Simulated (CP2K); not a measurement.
Consider isobutene at its PBE geometry (Å).

```xyz
12

C    -1.1607   -0.7820    0.0791
C    -0.0329    0.2130    0.0220
C     1.3376   -0.3678   -0.2030
C    -0.2353    1.5307    0.1663
H    -0.9985   -1.5154    0.8855
H    -1.2211   -1.3603   -0.8572
H    -2.1287   -0.2932    0.2458
H     1.5974   -1.0847    0.5925
H     2.1102    0.4108   -0.2331
H     1.3746   -0.9293   -1.1506
H     0.5915    2.2409    0.1233
H    -1.2343    1.9374    0.3294
```

Method: CP2K XAS_TDP, all-electron GAPW, PBEh(45%), aug-cc-pVDZ, TDA, GW2X-corrected core level, no relativity.

Question: Predict the bright core excitations at the C K edge.

Leading lines: C1 290.84 eV, C2 287.28 eV and C4 287.20 eV. The leading line of an atom is its first one with 35 % of the strongest within 2.5 eV of its lowest line over the strength cut. Core ionisation energies at this level: C2 291.98, C4 291.45 and C1 292.04 eV.

The first six lines of each atom with a strength over 0.0015:

```tsv
atom	energy (eV)	states	strength, one atom	above the computed threshold
C1 (bonded to C and 3 H), 2 alike	290.01	1	0.0036	
	290.03	1	0.0053	
	290.84	1	0.0191	
	291.20	1	0.0157	
	291.74	1	0.0034	
	291.78	1	0.0040	
C2 (bonded to 3 C)	287.28	1	0.0568	
	291.58	1	0.0067	
	291.78	1	0.0020	
	292.83	1	0.0016	yes
	293.28	1	0.0148	yes
	293.60	1	0.0016	yes
C4 (bonded to C and 2 H)	287.20	1	0.0455	
	289.70	1	0.0045	
	290.33	1	0.0168	
	290.57	1	0.0026	
	291.01	1	0.0056	
	291.10	1	0.0034
```

Lines are vertical, at one geometry, with no vibrational structure. GW2X ionisation energies and lines can be off by 1 to 2 eV either way, and a good line position may hide errors that cancel. These values hold no scalar relativity, about 0.1 eV for C 1s. Rydberg lines, and the discretised continuum above threshold, depend on the basis and the box.

[Banner, clock and machine lines of the logs are left out without a mark of their own.]

[Logs are printed without paths, hosts, clocks, repeated set-up lines and the standing remarks that a program may print on its own settings, such as how far it seeks lower states.]

[Hosts, paths, dates, database ids (printed as entryN), source tags and the programs' standing remarks are cut or masked in the printed files.]
